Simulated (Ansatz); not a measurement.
# Bands, cutoff and cost in G0W0 for Sr2CaTi3O9 (perovskite [001] superlattice) (P4mm)

Aim: see how the G0W0 gap of Sr2CaTi3O9 (perovskite [001] superlattice) (P4mm) on LDA moves with empty bands and screening cutoff, and what each rung costs.

Program: Ansatz 0.2.0. Level of theory: G0W0 on LDA, plane waves, PAW; PAW set soft_1. Results are calculated unless marked as measured.

The structure was built from a prototype and need not be the compound's stable phase.

## (1) The starting structure

The structure is tetragonal, space group P4mm (No. 99). The conventional cell has a = 3.833 Å, b = 3.833 Å, c = 11.572 Å, α = 90.00°, β = 90.00°, γ = 90.00°. Sr has 12 O at 2.65 to 2.83 Å nearest. O has 2 Ti at 1.86 to 2.03 Å and 4 Sr at 2.71 Å nearest. Nearest to Ti lie 6 O at 1.85 to 2.03 Å. Nearest to O lie 2 Ti at 1.92 Å and 4 Sr at 2.65 to 2.81 Å. Nearest to Sr lie 12 O at 2.66 to 2.81 Å. Nearest to O lie 2 Ti at 1.85 to 2.03 Å and 4 Sr at 2.71 Å. It derives from SrTiO3. Farther neighbours and most contacts between anions are not listed.

Coordinates:

```cif
data_structure
_symmetry_space_group_name_H-M 'P 1'
_symmetry_Int_Tables_number 1
_cell_length_a 3.8333
_cell_length_b 3.8333
_cell_length_c 11.5725
_cell_angle_alpha 90.000
_cell_angle_beta 90.000
_cell_angle_gamma 90.000
_cell_volume 170.05
loop_
_atom_site_label
_atom_site_type_symbol
_atom_site_fract_x
_atom_site_fract_y
_atom_site_fract_z
_atom_site_occupancy
Sr1 Sr 0.00000 0.00000 0.08887 1
O2 O 0.50000 0.50000 0.08054 1
Ti3 Ti 0.50000 0.50000 0.25617 1
O4 O 0.50000 0.00000 0.24710 1
O5 O 0.00000 0.50000 0.24710 1
Sr6 Sr 0.00000 0.00000 0.42502 1
O7 O 0.50000 0.50000 0.41638 1
Ti8 Ti 0.50000 0.50000 0.59170 1
O9 O 0.50000 0.00000 0.58392 1
O10 O 0.00000 0.50000 0.58392 1
Ca11 Ca 0.00000 0.00000 0.76072 1
O12 O 0.50000 0.50000 0.74997 1
Ti13 Ti 0.50000 0.50000 0.91957 1
O14 O 0.50000 0.00000 0.90914 1
O15 O 0.00000 0.50000 0.90914 1
```

The structure was relaxed with LDA. The runs that relaxed it are not among those shown.

## (2) 83 empty bands, screening to 36 eV

G0W0 replaces the xc potential by the self-energy, built once from these orbitals. Only a window of levels is corrected, while the sums run over the empty bands that the input names. This step takes PAW set soft_1 files.

Input file input.yaml:

```yaml
crystal:
  lattice:
    - [3.8332940289, 0.0, 0.0]
    - [0.0, 3.8332940289, 0.0]
    - [0.0, 0.0, 11.5724503175]
  atoms:
    - { symbol: Sr, position: [0.0, 0.0, 0.0888685092] }
    - { symbol: O, position: [0.5, 0.5, 0.0805421152] }
    - { symbol: Ti, position: [0.5, 0.5, 0.2561651559] }
    - { symbol: O, position: [0.5, 0.0, 0.2470993584] }
    - { symbol: O, position: [0.0, 0.5, 0.2470993584] }
    - { symbol: Sr, position: [0.0, 0.0, 0.4250208297] }
    - { symbol: O, position: [0.5, 0.5, 0.4163779302] }
    - { symbol: Ti, position: [0.5, 0.5, 0.5916964269] }
    - { symbol: O, position: [0.5, 0.0, 0.5839199035] }
    - { symbol: O, position: [0.0, 0.5, 0.5839199035] }
    - { symbol: Ca, position: [0.0, 0.0, 0.7607153989] }
    - { symbol: O, position: [0.5, 0.5, 0.7499687] }
    - { symbol: Ti, position: [0.5, 0.5, 0.9195730861] }
    - { symbol: O, position: [0.5, 0.0, 0.9091378926] }
    - { symbol: O, position: [0.0, 0.5, 0.9091378926] }
kpoints:
  mp_grid: { grid: [4, 4, 2] }
hamiltonian:
  xc: lda
  pseudopotentials: { kind: paw, azcp: { folder: soft_1 }, xc_functional: pbe }
scf:
  occupations: { method: fixed }
gw:
  n_empty_bands: 83
  ecut_chi: 36
  qp_bands: [v4, c4]
  qp_kpoints: band_edges
  screening: { model: contour_deformation }
```

Command:

```bash
> ansatz run input.yaml --threads 4 --pin off --max-ram 17510MiB --backend cpu --events-out ev --progress --plain --runs-dir out
```

Numbers of over 12 decimals in the logs are rounded to 6 here.

The program printed:

```text
Engine: ansatz 0.2.0, aarch64-unknown-linux-gnu
Pseudopotentials: kind: paw
Pseudopotential: Sr, paw, valence charge 10, recommended cutoff 420 eV (normal), soft_1/Sr.paw.azcp
Pseudopotential: O, paw, valence charge 6, recommended cutoff 420 eV (normal), soft_1/O.paw.azcp
Pseudopotential: Ti, paw, valence charge 12, recommended cutoff 420 eV (normal), soft_1/Ti.paw.azcp
Pseudopotential: Ca, paw, valence charge 10, recommended cutoff 420 eV (normal), soft_1/Ca.paw.azcp
Functional definition: SPW92
  exchange = slater_x
  correlation = pw_c
Crystal: 15 atoms, lattice volume = 170.047 Å³
Basis set: ecut = 420 eV, 3351 PW (Γ)
Bands: 75, of which v1, the nominal top of the filled ones, is band 60 counted from 1 (59 counted from 0)
Symmetry: 8 space group operations
Space group: P4mm (ITA 99), of the structure as read, at distance tolerance 5.5e-5 Å
k-points: 12 of 32
Non-local potential: Sr, projectors of the file, l = 0: 3, l = 1: 2, l = 2: 2
Non-local potential: O, projectors of the file, l = 0: 2, l = 1: 2, l = 2: 1
Non-local potential: Ti, projectors of the file, l = 0: 3, l = 1: 2, l = 2: 3, l = 3: 1
Non-local potential: Ca, projectors of the file, l = 0: 3, l = 1: 2, l = 2: 2
PAW form: soft (Blöchl's): semilocal exchange-correlation on the pseudo side does not see the compensation charge
PAW frozen core: Sr, regenerated for the run's functional, and the local potential with it (the file was generated under x = pbe(κ = 0.804, μ = 0.219515), c = pbe(β = 0.066725))
PAW frozen core: O, regenerated for the run's functional, and the local potential with it (the file was generated under x = pbe(κ = 0.804, μ = 0.219515), c = pbe(β = 0.066725))
PAW frozen core: Ti, regenerated for the run's functional, and the local potential with it (the file was generated under x = pbe(κ = 0.804, μ = 0.219515), c = pbe(β = 0.066725))
PAW frozen core: Ca, regenerated for the run's functional, and the local potential with it (the file was generated under x = pbe(κ = 0.804, μ = 0.219515), c = pbe(β = 0.066725))
PAW one-centre angular grid: Sr, 110 points (default); XC on 64 Gauss nodes
PAW one-centre angular grid: O, 110 points (default); XC on 64 Gauss nodes
PAW one-centre angular grid: Ti, 590 points (default); XC on 64 Gauss nodes
PAW one-centre angular grid: Ca, 110 points (default); XC on 64 Gauss nodes
Initial density: superposition of atomic densities (chi_scale 0.1, normalization cell, long waves kept (reshape's long-wave potential 0.26 eV rms))
Initial wavefunctions: pseudopotential atomic-orbital guess
Functional: x = slater, c = lda
SCF iter   1: F=—  HF=-21037.312282 eV  |F-HF|=—  |Δ(HF+E_count)|=         —  Δρ=5.34e-2  dr2=4.65e0  ethr=3.10e-3  ⟨swp⟩=4.8  Hψ=3230  notcnv=0  defer=135
preconditioner: auto → Resta (q_TF=auto, 2.574 Å⁻¹)  ε∞=5.2  [insulator: Δε(μ)=1.334 eV  Ē_g=13.172 eV  n_scr=56 (ndim 8)  ℏωp=27.0 eV  f_vac=0.000  ε∞_Penn≈5.2]
SCF iter   2: F=—  HF=-21036.478853 eV  |F-HF|=—  |Δ(HF+E_count)|=   8.33e-1  Δρ=2.70e-2  dr2=1.26e0  ethr=3.10e-3  ⟨swp⟩=2.5  Hψ=1724  notcnv=0  defer=105
SCF iter   3: F=—  HF=-21036.270890 eV  |F-HF|=—  |Δ(HF+E_count)|=   2.08e-1  Δρ=1.56e-2  dr2=3.79e-1  ethr=1.05e-3  ⟨swp⟩=2.5  Hψ=1597  notcnv=0  defer=137
SCF iter   4: F=—  HF=-21036.214544 eV  |F-HF|=—  |Δ(HF+E_count)|=   5.63e-2  Δρ=5.60e-3  dr2=4.50e-2  ethr=3.16e-4  ⟨swp⟩=2.1  Hψ=1432  notcnv=0  defer=128
SCF iter   5: F=—  HF=-21036.209122 eV  |F-HF|=—  |Δ(HF+E_count)|=   5.42e-3  Δρ=1.73e-3  dr2=4.09e-3  ethr=3.75e-5  ⟨swp⟩=2.1  Hψ=1300  notcnv=0  defer=154
SCF iter   6: F=—  HF=-21036.209165 eV  |F-HF|=—  |Δ(HF+E_count)|=   4.37e-5  Δρ=1.05e-3  dr2=1.55e-3  ethr=3.41e-6  ⟨swp⟩=2.0  Hψ=1336  notcnv=0  defer=156
SCF iter   7: F=—  HF=-21036.208924 eV  |F-HF|=—  |Δ(HF+E_count)|=   2.42e-4  Δρ=1.79e-4  dr2=4.08e-5  ethr=1.29e-6  ⟨swp⟩=2.1  Hψ=1303  notcnv=0  defer=144
SCF iter   8: F=—  HF=-21036.208944 eV  |F-HF|=—  |Δ(HF+E_count)|=   2.04e-5  Δρ=6.14e-5  dr2=5.22e-6  ethr=3.40e-8  ⟨swp⟩=2.0  Hψ=1171  notcnv=0  defer=99
SCF iter   9: F=—  HF=-21036.208945 eV  |F-HF|=—  |Δ(HF+E_count)|=   9.19e-7  Δρ=2.39e-5  dr2=9.47e-7  ethr=4.35e-9  ⟨swp⟩=2.0  Hψ=1530  notcnv=0  defer=99
SCF iter  10: F=—  HF=-21036.208945 eV  |F-HF|=—  |Δ(HF+E_count)|=   4.64e-8  Δρ=1.40e-5  dr2=3.12e-7  ethr=7.90e-10  ⟨swp⟩=2.0  Hψ=1319  notcnv=0  defer=99
SCF iter  11: F=-21036.208945 eV  HF=-21036.208945 eV  |F-HF|=7.73e-9  |Δ(HF+E_count)|=   4.02e-8  Δρ=3.65e-6  dr2=2.28e-8  ethr=8.33e-11  ⟨swp⟩=13.3  Hψ=4912  notcnv=0
SCF 1 converged in 11 iterations: F = -21036.208945 eV  dr2 = 2.28e-8
  greatest PAW one-centre occupation: 0.998 electrons in one spin orbital (limit 2), on the Ti atom at site 7 (counted from 0), in its partial waves of l = 0
NSCF: frozen V_eff on 12 k-points
G₀W₀ screening: q 1/12
[... further progress lines ...]
SCF converged after 11 iterations
Free energy (F): -21036.208945 eV
Harris-Foulkes:  -21036.208945 eV  (|F-HF|=7.73e-9)
Internal energy: -21036.208945 eV  (E = F + TS)
E sigma→0 (E₀):  -21036.208945 eV
Fermi energy:    9.965033 eV
--- Per-component energies (eV) ---
  E_band       = -655.882460
  E_kinetic    = 3082.903824
  E_local      = -7317.697770  (includes V_loc(G=0)·N_el)
  E_nonlocal   = 1242.152438
  E_hartree    = 2574.780611
  E_xc         = -1464.576487
[...]
`?` marks the rows in doubt; gw_qp.tsv's column doubts and the gw_qp event give each row's grounds
    ik  band        ε_KS         Σx   Σc(E_QP)       V_xc       Z   E_QP_lin       E_QP  E_QP is
     0    57      9.2849   -26.3205     4.8522   -21.5818  0.7472     9.3982     9.3984  root
     0    58      9.4561   -26.2286     4.6836   -21.7016  0.7491     9.6123     9.6127  root
     0    59      9.4561   -26.2286     4.6836   -21.7016  0.7491     9.6123     9.6127  root
     0    60      9.4573   -26.5519     4.7742   -21.9086  0.7508     9.5879     9.5882  root
     0    61     11.7748   -12.5519    -5.6260   -20.6119  0.7603    14.3153    14.2089  root ?
     0    62     11.8990   -12.8051    -5.7579   -21.0286  0.7561    14.4769    14.3646  root ?
     0    63     12.0059   -12.8258    -5.7593   -21.0552  0.7558    14.5887    14.4760  root ?
     0    64     12.0066   -13.0749    -5.4045   -20.7570  0.7603    14.4740    14.2843  root ?
     1    57      9.3258   -26.2802     4.7597   -21.6570  0.7487     9.4621     9.4624  root
     1    58      9.3258   -26.2802     4.7597   -21.6570  0.7487     9.4621     9.4624  root
     1    59      9.4160   -26.2857     4.7717   -21.6482  0.7477     9.5499     9.5502  root
     1    60      9.4160   -26.2857     4.7717   -21.6482  0.7477     9.5499     9.5502  root
     1    61     11.7943   -12.5994    -5.6712   -20.7165  0.7593    14.3481    14.2402  root ?
     1    62     11.8624   -12.6920    -5.6682   -20.8041  0.7584    14.4148    14.3063  root ?
     1    63     12.0232   -12.8930    -5.8047   -21.1779  0.7546    14.6184    14.5034  root ?
     1    64     12.5487   -13.8121    -5.4487   -21.5283  0.7509    15.0079    14.8163  root ?
     2    57      9.1136   -25.3075     4.9291   -20.4217  0.7391     9.1569     9.1570  root
     2    58      9.1454   -25.9351     4.5964   -21.5213  0.7473     9.3274     9.3280  root
     2    59      9.1766   -25.2594     4.8973   -20.4165  0.7384     9.2309     9.2309  root
     2    60      9.2574   -26.3397     4.7846   -21.6864  0.7486     9.3883     9.3886  root
     2    61     12.0870   -13.1882    -5.4509   -21.0327  0.7575    14.5924    14.4806  root ?
     2    62     12.9185   -14.0944    -5.8255   -22.2023  0.7399    15.4250    15.2009  root ?
     2    63     12.9662   -14.1986    -5.6406   -22.1156  0.7432    15.4532    15.2426  root ?
     2    64     12.9869   -14.1941    -5.8554   -22.3315  0.7383    15.4951    15.2689  root ?
     4    57      9.0126   -26.0074     4.7176   -21.4409  0.7456     9.1634     9.1638  root
     4    58      9.1235   -26.3478     4.8717   -21.5849  0.7471     9.2322     9.2325  root
     4    59      9.4528   -25.5233     4.9108   -20.6810  0.7426     9.5212     9.5213  root
     4    60      9.5758   -25.5928     4.8775   -20.7978  0.7426     9.6582     9.6584  root
     4    61     12.1813   -13.3282    -5.6139   -21.3797  0.7539    14.7339    14.6188  root ?
     4    62     13.4989   -14.5355    -6.1975   -23.0363  0.7278    16.0643    15.8021  root ?
     4    63     13.6222   -14.5092    -6.2435   -23.0550  0.7264    16.1900    15.9244  root ?
     4    64     13.8456   -14.7088    -6.4902   -23.4916  0.7172    16.4189    16.1382  root ?
     5    57      8.7071   -25.9218     4.7372   -21.3321  0.7438     8.8543     8.8547  root
     5    58      8.7212   -24.5627     4.8179   -19.7986  0.7339     8.7750     8.7751  root
     5    59      8.7834   -25.9166     4.7027   -21.3742  0.7436     8.9432     8.9437  root
     5    60      9.7796   -25.8594     4.8987   -21.0568  0.7449     9.8755     9.8757  root
     5    61     12.6699   -13.9157    -5.6735   -21.9936  0.7457    15.2060    15.0743  root ?
     5    62     12.6876   -13.8700    -5.7675   -21.9399  0.7454    15.2163    14.9900  root ?
     5    63     13.8460   -14.7079    -6.4957   -23.4967  0.7172    16.4205    16.1391  root ?
     5    64     13.8947   -14.1445    -6.3874   -22.9288  0.7230    16.4826    16.2916  root ?
     8    57      9.1604   -25.1895     4.9357   -20.2904  0.7384     9.1970     9.1970  root
     8    58      9.2486   -25.1531     4.9006   -20.3044  0.7376     9.3004     9.3005  root
     8    59      9.5090   -25.5885     4.9132   -20.7473  0.7426     9.5809     9.5810  root
     8    60      9.6082   -25.6484     4.8842   -20.8450  0.7427     9.6889     9.6891  root
     8    61     13.0419   -14.2346    -5.8252   -22.4706  0.7392    15.5972    15.4526  root ?
     8    62     13.8298   -14.3515    -6.4070   -23.1586  0.7223    16.4192    16.2299  root ?
     8    63     13.9205   -14.2329    -6.4575   -23.0854  0.7217    16.5071    16.3155  root ?
     8    64     13.9327   -14.8004    -6.4541   -23.5514  0.7178    16.5101    16.2296  root ?
[...]
10    57      9.5536   -25.5575     4.8784   -20.7469  0.7427     9.6213     9.6214  root
    10    58      9.7459   -25.8920     4.8950   -21.1000  0.7450     9.8487     9.8490  root
    10    59      9.8506   -26.0448     4.9569   -21.1782  0.7449     9.9408     9.9410  root
    10    60      9.9629   -26.0347     4.9307   -21.2015  0.7437    10.0603    10.0605  root
    10    61     13.9473   -14.8496    -6.4745   -23.6250  0.7173    16.5318    16.2482  root ?
    10    62     13.9473   -14.8496    -6.4745   -23.6250  0.7173    16.5318    16.2482  root ?
    10    63     14.3583   -14.4892    -6.8750   -23.7598  0.7077    16.9787    16.7538  root ?
    10    64     14.3583   -14.4892    -6.8750   -23.7598  0.7077    16.9787    16.7538  root ?
    11    57      9.8462   -26.0217     4.9570   -21.1552  0.7448     9.9365     9.9367  root
    11    58      9.8627   -26.0525     4.9086   -21.2377  0.7456     9.9563     9.9565  root
    11    59      9.8627   -26.0525     4.9086   -21.2377  0.7456     9.9563     9.9565  root
    11    60      9.9650   -26.0485     4.9318   -21.2139  0.7438    10.0621    10.0623  root
    11    61     14.0408   -14.7101    -6.5155   -23.6143  0.7155    16.6342    16.4295  root ?
    11    62     14.0408   -14.7101    -6.5155   -23.6143  0.7155    16.6342    16.4295  root ?
    11    63     14.1138   -14.7171    -6.5529   -23.6541  0.7140    16.7064    16.4979  root ?
    11    64     14.1138   -14.7171    -6.5529   -23.6541  0.7140    16.7064    16.4979  root ?
```

Elapsed: 67 s, on 4 threads of Arm Neoverse V1, shared host; peak memory 0.95 GiB; 4.3 min of CPU time.

Numbers from this step:

| Item | Value |
| --- | --- |
| bands summed | 143 |
| RPA ε∞ on this mesh (eigenvalues) | 5.970, 6.419, 6.419 |
| plane waves in the screening matrix | 75 |
| q-points in the mesh | 32 |
| G0W0 gap on the mesh | 4.147 eV |
| k of the valence top | -0.5, -0.5, -0.5 |
| k of the conduction bottom | 0, 0, 0 |
| starting gap on the mesh | 1.810 eV |
| Z at the valence top | 0.7438 |
| Z at the conduction bottom | 0.7603 |
| least direct G0W0 gap on the computed points | 4.596 eV |

The gap on the mesh goes from 1.81 eV to 4.15 eV, a correction of +2.34 eV. The program marks an edge row as in doubt. Between the two edge states, bare exchange in place of the xc potential would open the gap by 12.89 eV, and correlation takes back 10.56 eV.

## (3) 329 empty bands, screening to 90 eV

Bands and screening cutoff are moved together, since each hides the error of the other.

input.yaml, as its differences from that of step 2:

```diff
@@ -29,4 +29,4 @@
 gw:
-  n_empty_bands: 83
-  ecut_chi: 36
+  n_empty_bands: 329
+  ecut_chi: 90.0
   qp_bands: [v4, c4]
```

The program printed:

```text
[...]
Crystal: 15 atoms, lattice volume = 170.047 Å³
Basis set: ecut = 420 eV, 3351 PW (Γ)
Bands: 75, of which v1, the nominal top of the filled ones, is band 60 counted from 1 (59 counted from 0)
[... 1 set-up line as in the run before ...]
[...]
k-points: 12 of 32
[...]
SCF iter   1: F=—  HF=-21037.312282 eV  |F-HF|=—  |Δ(HF+E_count)|=         —  Δρ=5.34e-2  dr2=4.65e0  ethr=3.10e-3  ⟨swp⟩=4.8  Hψ=3230  notcnv=0  defer=135
[...]
SCF iter  11: F=-21036.208945 eV  HF=-21036.208945 eV  |F-HF|=7.73e-9  |Δ(HF+E_count)|=   4.02e-8  Δρ=3.65e-6  dr2=2.28e-8  ethr=8.33e-11  ⟨swp⟩=13.3  Hψ=4912  notcnv=0
SCF 1 converged in 11 iterations: F = -21036.208945 eV  dr2 = 2.28e-8
[...]
NSCF: frozen V_eff on 12 k-points
G₀W₀ screening: q 1/12
[... further progress lines ...]
SCF converged after 11 iterations
Free energy (F): -21036.208945 eV
[...]
Internal energy: -21036.208945 eV  (E = F + TS)
E sigma→0 (E₀):  -21036.208945 eV
Fermi energy:    9.965033 eV
[...]
--- Band table (eV; the first three rows and the last of 12) ---
  k-point 0: bands = [... 56 lower, 9.2849, 9.4561, 9.4561, 9.4573, 11.7748, 11.8990, 12.0059, 12.0066, ... 11 higher]
  k-point 1: bands = [... 56 lower, 9.3258, 9.3258, 9.4160, 9.4160, 11.7943, 11.8624, 12.0232, 12.5487, ... 11 higher]
  k-point 2: bands = [... 56 lower, 9.1136, 9.1454, 9.1766, 9.2574, 12.0870, 12.9185, 12.9662, 12.9869, ... 11 higher]
  k-point 11: bands = [... 56 lower, 9.8462, 9.8627, 9.8627, 9.9650, 14.0408, 14.0408, 14.1138, 14.1138, ... 11 higher]
[...]
0    61     11.7748   -12.5519    -6.3138   -20.6119  0.7527    13.5890    13.5211  root
     0    62     11.8990   -12.8051    -6.4566   -21.0286  0.7484    13.7377    13.6659  root
     0    63     12.0059   -12.8258    -6.4593   -21.0552  0.7479    13.8490    13.7760  root
     0    64     12.0066   -13.0749    -5.9663   -20.7570  0.7521    13.7840    13.7225  root
[...]
4    64     13.8456   -14.7088    -7.0198   -23.4916  0.7059    15.7176    15.6087  root ?
[...]
5    63     13.8460   -14.7079    -7.0253   -23.4967  0.7059    15.7187    15.6096  root ?
     5    64     13.8947   -14.1445    -7.0083   -22.9288  0.7123    15.7753    15.6707  root ?
[...]
8    62     13.8298   -14.3515    -7.0310   -23.1586  0.7116    15.7081    15.6059  root ?
     8    63     13.9205   -14.2329    -7.0801   -23.0854  0.7109    15.7960    15.6929  root ?
     8    64     13.9327   -14.8004    -6.9791   -23.5514  0.7066    15.8121    15.7046  root ?
[...]
9    63     13.9707   -14.4594    -7.0846   -23.3208  0.7078    15.8557    15.7476  root ?
     9    64     14.0134   -13.8805    -7.3634   -23.0218  0.7066    15.9016    15.7913  root ?
[...]
11    57      9.8462   -26.0217     4.8166   -21.1552  0.7311     9.7962     9.7963  root
    11    58      9.8627   -26.0525     4.7670   -21.2377  0.7318     9.8148     9.8149  root
    11    59      9.8627   -26.0525     4.7670   -21.2377  0.7318     9.8148     9.8149  root
    11    60      9.9650   -26.0485     4.7951   -21.2139  0.7300     9.9256     9.9256  root
    11    61     14.0408   -14.7101    -7.1278   -23.6143  0.7043    15.9274    15.8172  root ?
    11    62     14.0408   -14.7101    -7.1278   -23.6143  0.7043    15.9274    15.8172  root ?
    11    63     14.1138   -14.7171    -7.1627   -23.6541  0.7027    15.9992    15.8881  root ?
    11    64     14.1138   -14.7171    -7.1627   -23.6541  0.7027    15.9992    15.8881  root ?
```

Run time: 4.5 min. Hardware: 4 threads; peak memory 2.5 GiB; 18 min of CPU time.

This step gave:

```yaml
bands_summed: 389
rpa_eps_infinity_on_this_mesh_eigenvalues: 5.902, 6.348, 6.348
plane_waves_in_the_screening_matrix: 305
q_points_in_the_mesh: 32
g0w0_gap_on_the_mesh: 3.596 eV
k_of_the_valence_top: -0.5, -0.5, -0.5
k_of_the_conduction_bottom: 0, 0, 0
starting_gap_on_the_mesh: 1.810 eV
z_at_the_valence_top: 0.7300
z_at_the_conduction_bottom: 0.7527
least_direct_g0w0_gap_on_the_computed_points: 4.069 eV
```

Against the run with 4×4×2 mesh, 83 empty bands, screening to 36 eV, PAW set soft_1 files, the gap moves by −0.55 eV.

## (4) Convergence and cost

Times are wall times on 4 threads of Arm Neoverse V1, shared host, good to a factor of about two.

| mesh | files | frequency | bands summed | cutoff (eV) | start (eV) | G0W0 (eV) | time | host memory (GiB) |
| --- | --- | --- | --- | --- | --- | --- | --- | --- |
| 4×4×2 | PAW set soft_1 | contour deformation | 143 | 36 | 1.810 | 4.147 | 67 s | 0.95 |
| 4×4×2 | PAW set soft_1 | contour deformation | 389 | 90 | 1.810 | 3.596 | 4.5 min | 2.5 |

How the two edges are built up, in eV (the quasiparticle level is the starting level plus Σx plus Σc less Vxc):

| run | edge | start | Σx | Σc | Vxc | Z | QP |
| --- | --- | --- | --- | --- | --- | --- | --- |
| 143 bands | valence top | 9.96 | -26.05 | 4.93 | -21.21 | 0.74 | 10.06 |
| 143 bands | conduction bottom | 11.77 | -12.55 | -5.63 | -20.61 | 0.76 | 14.21 |
| 389 bands | valence top | 9.96 | -26.05 | 4.80 | -21.21 | 0.73 | 9.93 |
| 389 bands | conduction bottom | 11.77 | -12.55 | -6.31 | -20.61 | 0.75 | 13.52 |

## (5) What came out

| Item | Value |
| --- | --- |
| 143 bands, 36 eV | 4.147 eV |
| 389 bands, 90 eV | 3.596 eV |
| mesh and start | 4×4×2, LDA |

**Reading.** From 143 to 389 bands the gap moves by −0.55 eV while the time grows 4.1-fold. Σc changes by −0.14 eV at the valence top and −0.69 eV at the conduction bottom, so the conduction edge carries most of the change. The 4×4×2 mesh is coarse for this cell (its supercell is 15 Å along the shortest edge). The RPA ε∞ on it, from the LDA start, is 5.90 and 6.35; such meshes misread the long-range screening, most where the gap is narrow. The many-body steps are scalar-relativistic: spin-orbit coupling is not in them.

[Paths, hosts, dates, memory and timing lines, banners, echoed tables and standing remarks are left out of the program output.]

[Logs are printed without paths, hosts, clocks, repeated set-up lines and the standing remarks that a program may print on its own settings, such as how far it seeks lower states.]

[Runs of the session that timed out or met a known fault of the program may be left out.]

[Cells called generated may have been cut or substituted from an entry of the Crystallography Open Database or the Materials Project.]

[Hosts, paths, dates, database ids (printed as entryN), source tags and the programs' standing remarks are cut or masked in the printed files.]
